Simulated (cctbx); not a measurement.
**Symmetry from intensities**

Cell: a = 5.0720 Å, b = 5.0720 Å, c = 5.0720 Å, α = 90.00°, β = 90.00°, γ = 90.00°. Expected content of the cell: Tl1 Ca3 P1.

Simulated single-crystal data (cctbx): Mo Kα, λ = 0.71073 Å, to d = 0.8 Å, 70 % of the full sphere, strongest reflection 70000 counts, noise from counting, a 4 % proportional error and a noise floor of 2 counts (s.d.); no absorption, some extinction.

A first pass over the reflections prints:

```text
720 reflections to d = 0.802 A
centring   violations  <I/sigma> of those
    A        339 of   339     24.0
    B        352 of   352     24.0
    C        345 of   345     23.9
    I        333 of   333     24.0
    R        473 of   473     24.1
    F        518 of   518     24.0
Laue class    unique    Rint  (classes that these axes allow; Friedel mates merged)
P -1              475   0.024
P 1 2/m 1         289   0.027
P 1 1 2/m         288   0.027
P 2/m 1 1         288   0.026
P m m m           180   0.029
P 4/m             151   0.030
P 4/m m m         105   0.031
R -3 :R           176   0.029
R -3 m :R         112   0.031
P m -3             63   0.033
P m -3 m           45   0.033
space group    extra absences  I>4sigma  <I/sigma>
P 4 3 2                 0          0         -  acentric
P -4 3 m                0          0         -  acentric
P m -3 m                0          0         -  centric
Wilson B = -0.10 A^2   <|E^2-1|> = 0.571 (0.968 centric, 0.736 acentric)   E^2>4: 0.0 %
shell (A)         n   <I/sigma>
 5.07 - 1.15     20     77.8
 1.15 - 0.92     13     98.4
 0.92 - 0.80     12     88.6
```

**Question.** What are the lattice type, the Laue class and the likely space group?

Every centring test has many violations, so the lattice is primitive.

Rint stays low (0.024 to 0.033) up to P m -3 m, the highest class in these axes.

3 settings pass the absence test. No glide or screw absences show, which leaves P 4 3 2, P -4 3 m and P m -3 m.

⟨|E²−1|⟩ = 0.571 leans to a non-centrosymmetric structure, or to twinning, which lowers it. Here that hint misleads: the statistic assumes many like atoms on general positions, and few, heavy or special-position atoms break it. The Wilson B of -0.10 Å² means U ≈ -0.0013 Å², too small to be real: the Wilson fit fails with so few reflections and atoms.

The true group is Pm-3m (no. 221), Laue class m-3m, centrosymmetric. The tables only narrow the choice to the tied entries; cell content, site symmetry and trial solutions must settle it.

This is a model crystal, built by substitution and not relaxed, with assumed displacement parameters.

[Logs are printed without paths, hosts, clocks, repeated set-up lines and the standing remarks that a program may print on its own settings, such as how far it seeks lower states.]
